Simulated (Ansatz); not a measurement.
# K2GaSn, from a guessed structure to a relaxed one

Starting from a made-up structure for K2GaSn, the aim is the relaxed cell, its shortest contacts and, where a second run follows, its electronic structure.

Main program and level: Ansatz 0.2.0; DFT, PBE, plane-wave PAW, files of the set soft_1, scalar-relativistic, no spin, cell and ions relaxed at zero pressure; PAW set soft_1, in the first sound run; inputs show where later runs differ.

### 1. Set-up

It takes space group Cmcm (No. 63, orthorhombic). Conventional cell: a = 10.926 Å, b = 8.868 Å, c = 6.637 Å, α = 90.00°, β = 90.00°, γ = 90.00°. Sn has 2 Ga at 2.90 Å and 8 K at 3.75 to 3.90 Å nearest. Nearest to Ga lie 2 Sn at 2.90 Å and 2 Ga at 3.32 Å and 8 K at 4.04 to 4.14 Å. K has 4 Sn at 3.75 to 3.90 Å and 5 K at 3.76 to 4.19 Å and 4 Ga at 4.04 to 4.14 Å nearest. Farther neighbours are not listed.

### 2. Relaxing cell and atoms

The guess takes its coordinates from another compound and its volume from a rule, so the cell and any free coordinates are relaxed together.

Contents of input.yaml:

```yaml
crystal:
  lattice:
    - [5.463, -4.434, 0.0]
    - [5.463, 4.434, 0.0]
    - [0.0, 0.0, 6.637]
  atoms:
    - { symbol: Sn, position: [0.768, 0.232, 0.75] }
    - { symbol: Sn, position: [0.232, 0.768, 0.25] }
    - { symbol: Ga, position: [0.5, 0.5, 0.5] }
    - { symbol: Ga, position: [0.5, 0.5, 0.0] }
    - { symbol: K, position: [0.6852, 0.9704, 0.25] }
    - { symbol: K, position: [0.3148, 0.0296, 0.75] }
    - { symbol: K, position: [0.9704, 0.6852, 0.75] }
    - { symbol: K, position: [0.0296, 0.3148, 0.25] }
kpoints:
  mp_grid: { grid: [4, 4, 4] }
scf:
  occupations: { method: fermi_dirac, width: 0.05 }
hamiltonian:
  xc: pbe
  pseudopotentials: { kind: paw, azcp: { folder: soft_1 } }
relax:
  f_tol: 0.015
  max_steps: 70
  cell: {}
output:
  forces: true
  stress: true
```

Run with:

```sh
ansatz run input.yaml --threads 4 --pin off --max-ram 10240MiB --backend cpu --events-out ev --progress --plain --runs-dir out
```

Numbers of over 12 decimals in the logs are rounded to 6 here.

The log of the run:

```text
Engine: ansatz 0.2.0, aarch64-unknown-linux-gnu
Pseudopotentials: kind: paw
Pseudopotential: Sn, paw, valence charge 14, recommended cutoff 420 eV (normal), soft_1/Sn.paw.azcp
Pseudopotential: Ga, paw, valence charge 13, recommended cutoff 420 eV (normal), soft_1/Ga.paw.azcp
Pseudopotential: K, paw, valence charge 9, recommended cutoff 420 eV (normal), soft_1/K.paw.azcp
Functional definition: PBE
  parameter kappa = 0.804
  parameter beta = 0.066725
  exchange = pbe_x(kappa = kappa, mu = beta*pi^2/3)
  correlation = pbe_c(beta = beta)
Crystal: 8 atoms, lattice volume = 321.535 Å³
Basis set: ecut = 420 eV, 6283 PW (Γ), exchange–correlation on 96×96×90 points (8 copies of the dense FFT grid, shifted against one another)
Bands: 54, of which v1, the nominal top of the filled ones, is band 45 counted from 1 (44 counted from 0)
Symmetry: 8 space group operations
Space group: Cmcm (ITA 63), of the structure as read, at distance tolerance 6.9e-5 Å
k-points: 21 of 64
Non-local potential: Sn, projectors of the file, l = 0: 2, l = 1: 2, l = 2: 2, l = 3: 1
Non-local potential: Ga, projectors of the file, l = 0: 2, l = 1: 2, l = 2: 3, l = 3: 1
Non-local potential: K, projectors of the file, l = 0: 3, l = 1: 2, l = 2: 2
PAW form: soft (Blöchl's): semilocal exchange-correlation on the pseudo side does not see the compensation charge
PAW one-centre angular grid: Sn, 590 points (default); XC on 64 Gauss nodes
PAW one-centre angular grid: Ga, 590 points (default); XC on 64 Gauss nodes
PAW one-centre angular grid: K, 110 points (default); XC on 64 Gauss nodes
Initial density: superposition of atomic densities (chi_scale 0.1, normalization cell, long waves kept (reshape's long-wave potential 0.03 eV rms))
Initial wavefunctions: pseudopotential atomic-orbital guess
Functional: x = pbe(κ = 0.804, μ = 0.219515), c = pbe(β = 0.066725)
SCF iter   1: F=—  HF=-25768.718292 eV  |F-HF|=—  |Δ(HF+E_count)|=         —  Δρ=2.85e-2  dr2=6.33e0  ethr=3.10e-3  ⟨swp⟩=10.4  Hψ=5101  notcnv=0
preconditioner: auto → Kerker (q_TF=auto, 2.207 Å⁻¹)  [metal: Δε(μ)=0.020 eV  Ē_g=9.649 eV  σ=0.050 eV  W_gap=0.10  n_scr=64 (ndim 8)  ℏωp=12.8 eV  f_vac=0.000  D(μ)=4.76/eV (n_scr^D=22)]
SCF iter   2: F=—  HF=-25767.236689 eV  |F-HF|=—  |Δ(HF+E_count)|=    1.48e0  Δρ=1.50e-2  dr2=1.98e0  ethr=3.10e-3  ⟨swp⟩=3.0  Hψ=2486  notcnv=0  defer=21
SCF iter   3: F=—  HF=-25766.743470 eV  |F-HF|=—  |Δ(HF+E_count)|=   4.93e-1  Δρ=6.87e-3  dr2=3.44e-1  ethr=2.20e-3  ⟨swp⟩=3.3  Hψ=1950  notcnv=0  defer=21
SCF iter   4: F=—  HF=-25766.610633 eV  |F-HF|=—  |Δ(HF+E_count)|=   1.33e-1  Δρ=2.99e-3  dr2=4.70e-2  ethr=3.82e-4  ⟨swp⟩=3.6  Hψ=1905  notcnv=0  defer=24
SCF iter   5: F=—  HF=-25766.607253 eV  |F-HF|=—  |Δ(HF+E_count)|=   3.38e-3  Δρ=1.12e-3  dr2=9.50e-3  ethr=5.23e-5  ⟨swp⟩=2.8  Hψ=1831  notcnv=0  defer=26
SCF iter   6: F=—  HF=-25766.609019 eV  |F-HF|=—  |Δ(HF+E_count)|=   1.77e-3  Δρ=4.34e-4  dr2=2.00e-3  ethr=1.06e-5  ⟨swp⟩=3.0  Hψ=2003  notcnv=0  defer=26
SCF iter   7: F=—  HF=-25766.609487 eV  |F-HF|=—  |Δ(HF+E_count)|=   4.68e-4  Δρ=1.64e-4  dr2=3.43e-4  ethr=2.22e-6  ⟨swp⟩=2.9  Hψ=1830  notcnv=0  defer=26
SCF iter   8: F=—  HF=-25766.609500 eV  |F-HF|=—  |Δ(HF+E_count)|=   1.30e-5  Δρ=7.70e-5  dr2=5.56e-5  ethr=3.82e-7  ⟨swp⟩=2.0  Hψ=1290  notcnv=0  defer=26
SCF iter   9: F=—  HF=-25766.609562 eV  |F-HF|=—  |Δ(HF+E_count)|=   6.18e-5  Δρ=2.54e-5  dr2=5.58e-6  ethr=6.18e-8  ⟨swp⟩=3.0  Hψ=2029  notcnv=0  defer=25
SCF iter  10: F=—  HF=-25766.609562 eV  |F-HF|=—  |Δ(HF+E_count)|=   4.74e-7  Δρ=1.04e-5  dr2=7.20e-7  ethr=6.20e-9  ⟨swp⟩=2.3  Hψ=1907  notcnv=0  defer=25
SCF iter  11: F=—  HF=-25766.609563 eV  |F-HF|=—  |Δ(HF+E_count)|=   1.45e-7  Δρ=3.79e-6  dr2=1.48e-7  ethr=8.00e-10  ⟨swp⟩=2.0  Hψ=1977  notcnv=0  defer=25
SCF iter  12: F=-25766.609563 eV  HF=-25766.609563 eV  |F-HF|=1.51e-8  |Δ(HF+E_count)|=   1.72e-8  Δρ=1.59e-6  dr2=2.35e-8  ethr=1.11e-10  ⟨swp⟩=4.3  Hψ=3397  notcnv=0
SCF 1 converged in 12 iterations: F = -25766.609563 eV  dr2 = 2.35e-8
  greatest PAW one-centre occupation: 0.995 electrons in one spin orbital (limit 2), on the Ga atom at site 2 (counted from 0), in its partial waves of l = 2
relax step   1: F+E_penalty+E_count = -25766.60956263 eV  Δ(F+E_penalty+E_count) = +0.000e0 eV  max|allowed force component| = 6.866e-1 eV/Å  Δτ_max = 0.0000 Å  P = -1.395 GPa  Ω = 321.535 Å³  (12 SCF iters, dr2 threshold 1.00e-7 eV, accepted)
Crystal: 8 atoms, lattice volume = 312.401 Å³
Basis set: ecut = 420 eV, 6077 PW (Γ), exchange–correlation on 96×96×90 points (8 copies of the dense FFT grid, shifted against one another)
Initial density: handed on by an earlier stage of this run
Initial wavefunctions: those handed on with the density
iter 1 solved again at ethr=1.96e-5 eV; its pass at ethr=3.10e-3 eV (dr2=1.76e-2 eV) is discarded
SCF iter   1: F=—  HF=-25766.806636 eV  |F-HF|=—  |Δ(HF+E_count)|=         —  Δρ=2.28e-3  dr2=1.77e-2  ethr=1.96e-5  ⟨swp⟩=2.2  Hψ=6518  notcnv=0
preconditioner: auto → LDOS  [metal: Δε(μ)=0.056 eV  Ē_g=13.508 eV  σ=0.050 eV  W_gap=0.27  n_scr=60 (ndim 8)  ℏωp=16.5 eV  f_vac=0.027  D(μ)=3.80/eV (n_scr^D=18)  β→1.0]
SCF iter   2: F=—  HF=-25766.806261 eV  |F-HF|=—  |Δ(HF+E_count)|=   3.76e-4  Δρ=1.76e-3  dr2=1.39e-2  ethr=1.96e-5  ⟨swp⟩=2.7  Hψ=2203  notcnv=0
SCF iter   3: F=—  HF=-25766.802163 eV  |F-HF|=—  |Δ(HF+E_count)|=   4.10e-3  Δρ=2.35e-4  dr2=2.56e-4  ethr=1.55e-5  ⟨swp⟩=2.0  Hψ=2059  notcnv=0
SCF iter   4: F=—  HF=-25766.802275 eV  |F-HF|=—  |Δ(HF+E_count)|=   1.12e-4  Δρ=1.78e-4  dr2=9.63e-5  ethr=2.85e-7  ⟨swp⟩=2.0  Hψ=2002  notcnv=0
SCF iter   5: F=—  HF=-25766.802229 eV  |F-HF|=—  |Δ(HF+E_count)|=   4.57e-5  Δρ=4.57e-5  dr2=1.41e-5  ethr=1.07e-7  ⟨swp⟩=2.0  Hψ=1530  notcnv=0
SCF iter   6: F=—  HF=-25766.802233 eV  |F-HF|=—  |Δ(HF+E_count)|=   3.73e-6  Δρ=1.50e-5  dr2=1.05e-6  ethr=1.57e-8  ⟨swp⟩=2.0  Hψ=1541  notcnv=0
SCF iter   7: F=-25766.802233 eV  HF=-25766.802233 eV  |F-HF|=2.65e-8  |Δ(HF+E_count)|=   3.55e-7  Δρ=5.22e-6  dr2=1.31e-7  ethr=8.89e-10  ⟨swp⟩=5.0  Hψ=3993  notcnv=0
SCF 2 converged in 7 iterations: F = -25766.802233 eV  dr2 = 1.31e-7
relax step   2: F+E_penalty+E_count = -25766.80223321 eV  Δ(F+E_penalty+E_count) = -1.927e-1 eV  max|allowed force component| = 3.248e-1 eV/Å  Δτ_max = 0.0643 Å  P = -0.907 GPa  Ω = 312.401 Å³  energy of the carried Pulay correction = +4.321e-4 eV  (7 SCF iters, dr2 threshold 8.00e-7 eV, accepted)
Crystal: 8 atoms, lattice volume = 295.796 Å³
Basis set: ecut = 420 eV, 5831 PW (Γ), exchange–correlation on 96×96×90 points (8 copies of the dense FFT grid, shifted against one another)
iter 1 solved again at ethr=3.04e-5 eV; its pass at ethr=3.10e-3 eV (dr2=2.74e-2 eV) is discarded
SCF iter   1: F=—  HF=-25766.895227 eV  |F-HF|=—  |Δ(HF+E_count)|=         —  Δρ=2.83e-3  dr2=2.87e-2  ethr=3.04e-5  ⟨swp⟩=2.7  Hψ=6651  notcnv=0
preconditioner: auto → LDOS  [metal: Δε(μ)=0.023 eV  Ē_g=13.603 eV  σ=0.050 eV  W_gap=0.11  n_scr=60 (ndim 8)  ℏωp=17.0 eV  f_vac=0.021  D(μ)=4.57/eV (n_scr^D=22)  β→1.0]
SCF iter   2: F=—  HF=-25766.894339 eV  |F-HF|=—  |Δ(HF+E_count)|=   8.88e-4  Δρ=2.27e-3  dr2=1.67e-2  ethr=3.04e-5  ⟨swp⟩=2.5  Hψ=2207  notcnv=0
SCF iter   3: F=—  HF=-25766.888449 eV  |F-HF|=—  |Δ(HF+E_count)|=   5.89e-3  Δρ=4.21e-4  dr2=7.31e-4  ethr=1.86e-5  ⟨swp⟩=2.0  Hψ=2098  notcnv=0
SCF iter   4: F=—  HF=-25766.888471 eV  |F-HF|=—  |Δ(HF+E_count)|=   2.15e-5  Δρ=3.04e-4  dr2=2.95e-4  ethr=8.13e-7  ⟨swp⟩=3.0  Hψ=1683  notcnv=0
SCF iter   5: F=—  HF=-25766.888358 eV  |F-HF|=—  |Δ(HF+E_count)|=   1.13e-4  Δρ=6.46e-5  dr2=4.39e-5  ethr=3.27e-7  ⟨swp⟩=2.7  Hψ=2098  notcnv=0
SCF iter   6: F=—  HF=-25766.888364 eV  |F-HF|=—  |Δ(HF+E_count)|=   6.40e-6  Δρ=1.95e-5  dr2=2.25e-6  ethr=4.87e-8  ⟨swp⟩=2.0  Hψ=1319  notcnv=0
SCF iter   7: F=-25766.888365 eV  HF=-25766.888365 eV  |F-HF|=7.99e-8  |Δ(HF+E_count)|=   1.00e-8  Δρ=6.74e-6  dr2=1.39e-7  ethr=8.89e-10  ⟨swp⟩=5.4  Hψ=4814  notcnv=0
SCF 3 converged in 7 iterations: F = -25766.888365 eV  dr2 = 1.39e-7
  greatest PAW one-centre occupation: 0.995 electrons in one spin orbital (limit 2), on the Ga atom at site 3 (counted from 0), in its partial waves of l = 2
relax step   3: F+E_penalty+E_count = -25766.88836458 eV  Δ(F+E_penalty+E_count) = -8.613e-2 eV  max|allowed force component| = 2.415e-1 eV/Å  Δτ_max = 0.0641 Å  P = +0.125 GPa  Ω = 295.796 Å³  energy of the carried Pulay correction = +1.250e-3 eV  (7 SCF iters, dr2 threshold 8.00e-7 eV, accepted)
Crystal: 8 atoms, lattice volume = 294.909 Å³
Basis set: ecut = 420 eV, 5815 PW (Γ), exchange–correlation on 96×96×90 points (8 copies of the dense FFT grid, shifted against one another)
iter 1 solved again at ethr=1.41e-5 eV; its pass at ethr=3.10e-3 eV (dr2=1.27e-2 eV) is discarded
SCF iter   1: F=—  HF=-25766.907579 eV  |F-HF|=—  |Δ(HF+E_count)|=         —  Δρ=1.82e-3  dr2=1.45e-2  ethr=1.41e-5  ⟨swp⟩=3.4  Hψ=5818  notcnv=0
preconditioner: auto → LDOS  [metal: Δε(μ)=0.049 eV  Ē_g=13.632 eV  σ=0.050 eV  W_gap=0.23  n_scr=60 (ndim 8)  ℏωp=17.0 eV  f_vac=0.025  D(μ)=4.59/eV (n_scr^D=22)  β→1.0]
SCF iter   2: F=—  HF=-25766.906647 eV  |F-HF|=—  |Δ(HF+E_count)|=   9.32e-4  Δρ=1.64e-3  dr2=1.15e-2  ethr=1.41e-5  ⟨swp⟩=3.0  Hψ=2250  notcnv=0
SCF iter   3: F=—  HF=-25766.903222 eV  |F-HF|=—  |Δ(HF+E_count)|=   3.43e-3  Δρ=1.45e-4  dr2=9.92e-5  ethr=1.28e-5  ⟨swp⟩=2.0  Hψ=2041  notcnv=0
SCF iter   4: F=—  HF=-25766.903317 eV  |F-HF|=—  |Δ(HF+E_count)|=   9.49e-5  Δρ=4.32e-5  dr2=2.03e-5  ethr=1.10e-7  ⟨swp⟩=2.0  Hψ=2016  notcnv=0
SCF iter   5: F=—  HF=-25766.903319 eV  |F-HF|=—  |Δ(HF+E_count)|=   2.21e-6  Δρ=2.82e-5  dr2=2.15e-6  ethr=2.25e-8  ⟨swp⟩=2.0  Hψ=1795  notcnv=0
SCF iter   6: F=-25766.903318 eV  HF=-25766.903318 eV  |F-HF|=2.26e-7  |Δ(HF+E_count)|=   7.55e-7  Δρ=8.02e-6  dr2=2.53e-7  ethr=8.89e-10  ⟨swp⟩=5.0  Hψ=4601  notcnv=0
SCF 4 converged in 6 iterations: F = -25766.903318 eV  dr2 = 2.53e-7
relax step   4: F+E_penalty+E_count = -25766.90331811 eV  Δ(F+E_penalty+E_count) = -1.495e-2 eV  max|allowed force component| = 2.778e-2 eV/Å  Δτ_max = 0.0479 Å  P = +0.011 GPa  Ω = 294.909 Å³  energy of the carried Pulay correction = +1.295e-3 eV  (6 SCF iters, dr2 threshold 8.00e-7 eV, accepted)
Crystal: 8 atoms, lattice volume = 294.739 Å³
Basis set: ecut = 420 eV, 5807 PW (Γ), exchange–correlation on 96×96×90 points (8 copies of the dense FFT grid, shifted against one another)
iter 1 solved again at ethr=1.72e-6 eV; its pass at ethr=3.10e-3 eV (dr2=1.55e-3 eV) is discarded
SCF iter   1: F=—  HF=-25766.905295 eV  |F-HF|=—  |Δ(HF+E_count)|=         —  Δρ=5.82e-4  dr2=1.61e-3  ethr=1.72e-6  ⟨swp⟩=3.0  Hψ=6160  notcnv=0
preconditioner: auto → LDOS  [metal: Δε(μ)=0.047 eV  Ē_g=13.621 eV  σ=0.050 eV  W_gap=0.22  n_scr=60 (ndim 8)  ℏωp=17.0 eV  f_vac=0.029  D(μ)=4.58/eV (n_scr^D=22)  β→1.0]
SCF iter   2: F=—  HF=-25766.905123 eV  |F-HF|=—  |Δ(HF+E_count)|=   1.72e-4  Δρ=5.40e-4  dr2=9.96e-4  ethr=1.72e-6  ⟨swp⟩=2.0  Hψ=2012  notcnv=0
SCF iter   3: F=—  HF=-25766.904791 eV  |F-HF|=—  |Δ(HF+E_count)|=   3.32e-4  Δρ=4.93e-5  dr2=1.36e-5  ethr=1.11e-6  ⟨swp⟩=2.0  Hψ=1995  notcnv=0
SCF iter   4: F=—  HF=-25766.904860 eV  |F-HF|=—  |Δ(HF+E_count)|=   6.90e-5  Δρ=2.18e-5  dr2=1.90e-6  ethr=1.51e-8  ⟨swp⟩=2.0  Hψ=1895  notcnv=0
SCF iter   5: F=—  HF=-25766.904860 eV  |F-HF|=—  |Δ(HF+E_count)|=   1.01e-7  Δρ=1.57e-5  dr2=6.32e-7  ethr=2.11e-9  ⟨swp⟩=3.2  Hψ=2035  notcnv=0
SCF iter   6: F=-25766.904859 eV  HF=-25766.904859 eV  |F-HF|=1.38e-9  |Δ(HF+E_count)|=   3.61e-7  Δρ=3.03e-6  dr2=3.97e-8  ethr=5.36e-11  ⟨swp⟩=4.0  Hψ=5640  notcnv=0
SCF 5 converged in 6 iterations: F = -25766.904859 eV  dr2 = 3.97e-8
relax step   5: F+E_penalty+E_count = -25766.90485925 eV  Δ(F+E_penalty+E_count) = -1.541e-3 eV  max|allowed force component| = 6.445e-3 eV/Å  Δτ_max = 0.0180 Å  P = +0.014 GPa  Ω = 294.739 Å³  energy of the carried Pulay correction = +1.304e-3 eV  (6 SCF iters, dr2 threshold 4.82e-8 eV, accepted)
Initial wavefunctions: pseudopotential atomic-orbital guess (no wavefunctions were taken with the density)
iter 1 solved again at ethr=6.93e-8 eV; its pass at ethr=3.10e-3 eV (dr2=6.24e-5 eV) is discarded
SCF iter   1: F=—  HF=-25766.903233 eV  |F-HF|=—  |Δ(HF+E_count)|=         —  Δρ=8.45e-5  dr2=4.45e-6  ethr=6.93e-8  ⟨swp⟩=4.1  Hψ=8302  notcnv=0
preconditioner: auto → LDOS  [metal: Δε(μ)=0.043 eV  Ē_g=13.618 eV  σ=0.050 eV  W_gap=0.21  n_scr=60 (ndim 8)  ℏωp=17.0 eV  f_vac=0.029  D(μ)=4.56/eV (n_scr^D=22)  β→1.0]
SCF iter   2: F=—  HF=-25766.903548 eV  |F-HF|=—  |Δ(HF+E_count)|=   3.15e-4  Δρ=3.58e-5  dr2=2.00e-6  ethr=4.95e-9  ⟨swp⟩=2.0  Hψ=2001  notcnv=0
SCF iter   3: F=—  HF=-25766.903547 eV  |F-HF|=—  |Δ(HF+E_count)|=   1.24e-6  Δρ=2.63e-5  dr2=1.32e-6  ethr=2.23e-9  ⟨swp⟩=2.0  Hψ=2003  notcnv=0
SCF iter   4: F=—  HF=-25766.903546 eV  |F-HF|=—  |Δ(HF+E_count)|=   1.03e-6  Δρ=1.12e-5  dr2=2.31e-7  ethr=1.47e-9  ⟨swp⟩=2.0  Hψ=1498  notcnv=0
SCF iter   5: F=—  HF=-25766.903545 eV  |F-HF|=—  |Δ(HF+E_count)|=   2.27e-7  Δρ=2.29e-6  dr2=1.09e-8  ethr=2.57e-10  ⟨swp⟩=2.1  Hψ=1591  notcnv=0
SCF iter   6: F=—  HF=-25766.903545 eV  |F-HF|=—  |Δ(HF+E_count)|=   9.23e-9  Δρ=2.80e-7  dr2=3.24e-10  ethr=1.21e-11  ⟨swp⟩=2.0  Hψ=1541  notcnv=0
SCF iter   7: F=-25766.903545 eV  HF=-25766.903545 eV  |F-HF|=0.00e0  |Δ(HF+E_count)|=  5.46e-11  Δρ=6.16e-8  dr2=1.67e-11  ethr=1.00e-12  ⟨swp⟩=5.0  Hψ=4396  notcnv=0
SCF 6 converged in 7 iterations: F = -25766.903545 eV  dr2 = 1.67e-11
relax step   6: F+E_penalty+E_count = -25766.90354546 eV  Δ(F+E_penalty+E_count) = +1.314e-3 eV  max|allowed force component| = 6.406e-3 eV/Å  Δτ_max = 0.0000 Å  P = +0.014 GPa  Ω = 294.739 Å³  stress off target by 2.35e-2 GPa  SCF on the basis re-selected at this cell (its energy is not comparable with the rows above)  (7 SCF iters)
basis re-selected at this cell: Δ(F+E_penalty+E_count) = +1.314e-3 eV, ΔP = -0.001 GPa vs the last step (what re-selecting the basis moved, of the pressure what is left beyond the Pulay correction that the steps carried, after the strain that the cell walked since its last selection, with what the two solves' SCF thresholds leave and, on support functions, any second-order correction that the steps lacked; it is no m [...]
SCF converged after 7 iterations
Free energy (F): -25766.903545 eV
Harris-Foulkes:  -25766.903545 eV  (|F-HF|=0.00e0)
Internal energy: -25766.865695 eV  (E = F + TS)
E sigma→0 (E₀):  -25766.884620 eV
Entropy (-TS):   -0.037851 eV (-4.731 meV/atom)
Fermi energy:    5.663607 eV
--- Per-component energies (eV) ---
  E_band       = -916.761986
  E_kinetic    = 1572.537440
  E_local      = -9292.522028  (includes V_loc(G=0)·N_el)
  E_nonlocal   = 147.790244
  E_hartree    = 4572.245294
  E_xc         = -916.878054
  E_vxc        = -929.373882  (∫ρ·V_xc dr)
  E_paw        = -15839.537534  (= ΣΔE_a)
  E_vpaw       = -1559.684555  (= ΣTr[D̂ρ^β])
  E_aug_tail   = 0.000182  (compensation charges beyond the density's cutoff)
  E_ewald      = -6010.501238
  E_smearing   = -0.037851  (= −TS)
  E_closure    = 0.000000  (closes the sum)
  Σ components = -25766.903545   (vs F -25766.903545, Δ=0.00e0)
--- Forces (eV/Å), atoms counted from 1 ---
  atom   1  Sn     0.00000000    -0.00576610     0.00000000
  atom   2  Sn     0.00000000     0.00576610     0.00000000
  atom   3  Ga    -0.00000000     0.00000000     0.00000000
  atom   4  Ga    -0.00000000    -0.00000000     0.00000000
  atom   5  K      0.00640591     0.00358401    -0.00000000
  atom   6  K     -0.00640591    -0.00358401     0.00000000
  atom   7  K      0.00640591    -0.00358401     0.00000000
  atom   8  K     -0.00640591     0.00358401     0.00000000
  max |Σ_I F_I| component: 5.20e-18 eV/Å
--- Stress (GPa, compression-positive) ---
        0.011325       0.000000      -0.000000
        0.000000       0.023548       0.000000
       -0.000000       0.000000       0.005957
  P = ⅓ Tr σ = 0.0136 GPa (0.136 kbar)
--- Relaxed structure (5 steps of the walk, 5 accepted, 1 SCFs on fresh bases) ---
  F+E_penalty+E_count = -25766.90354546 eV   max|allowed force component| = 6.406e-3 eV/Å   (the final SCF, on the basis selected at the relaxed cell)
  cell:  # Å, volume = 294.7386 Å³
    - [5.528865, -4.153943, 0]
    - [5.528865, 4.153943, 0]
    - [0, 0, 6.416682]
  atoms:
    - { symbol: Sn, position: [0.762315, 0.237685, 0.75] }
    - { symbol: Sn, position: [0.237685, 0.762315, 0.250000] }
    - { symbol: Ga, position: [0.500000, 0.500000, 0.500000] }
    - { symbol: Ga, position: [0.500000, 0.500000, 0] }
    - { symbol: K, position: [0.671412, 0.987191, 0.250000] }
    - { symbol: K, position: [0.328588, 0.012809, 0.75] }
    - { symbol: K, position: [0.987191, 0.671412, 0.75] }
    - { symbol: K, position: [0.012809, 0.328588, 0.250000] }
```

Elapsed: 27 s, on 4 threads of Arm Neoverse V2, shared host; peak memory 0.87 GiB.

Relaxation path:

```csv
step,energy less that of the first step (eV),largest force component (eV/Å),pressure (GPa),volume (Å³)
1,0.0000,0.6866,-1.40,321.54
2,-0.1927,0.3248,-0.91,312.40
3,-0.2788,0.2415,0.12,295.80
4,-0.2938,0.0278,0.01,294.91
5,-0.2953,0.0064,0.01,294.74
6*,-0.2940,0.0064,0.01,294.74
```

Relaxation steps marked * repeat the geometry before them on a plane-wave basis chosen anew for their cell, so energy and pressure can jump there.

Forces are held to the 8 operations that the run works with; a distortion that breaks them can't arise in this run.

| conventional cell, symmetrised | before | after | change |
| --- | --- | --- | --- |
| a (Å) | 10.926 | 11.058 | +1.2 % |
| b (Å) | 8.868 | 8.308 | -6.3 % |
| c (Å) | 6.637 | 6.417 | -3.3 % |
| volume (Å³/atom) | 40.19 | 36.84 | -8.3 % |

The atoms that moved most (Å, as changes of fractional coordinates times the final cell):

```
atom      dx      dy     dz  length
  K6  -0.017  -0.127  0.000   0.128
  K8  -0.017   0.127  0.000   0.128
  K7   0.017  -0.127  0.000   0.128
  K5   0.017   0.127  0.000   0.128
 Sn2   0.000  -0.047  0.000   0.047
 Sn1   0.000   0.047  0.000   0.047
```

This step gave:

* free energy: -25766.9035 eV
* energy at zero smearing: -25766.8846 eV
* smearing term TS: 0.03785 eV
* Fermi energy: 5.664 eV
* electrons: 90
* symmetry operations: 8
* pressure: 0.01361 GPa

Shortest distances by pair of elements, guess and relaxed (not always the same contact):

```
 pair  guess (Å)  relaxed (Å)
Ga–Sn      2.899        2.706
Ga–Ga      3.318        3.208
 K–Sn      3.750        3.743
 Ga–K      4.042        3.770
  K–K      3.763        3.775
```

The relaxation ends with a largest force component of 0.0064 eV/Å and a pressure of 0.01 GPa.

(Continued in part 2 of 2.)

[Logs are printed without paths, hosts, clocks, repeated set-up lines and the standing remarks that a program may print on its own settings, such as how far it seeks lower states.]

[Hosts, paths, dates, database ids (printed as entryN), source tags and the programs' standing remarks are cut or masked in the printed files.]
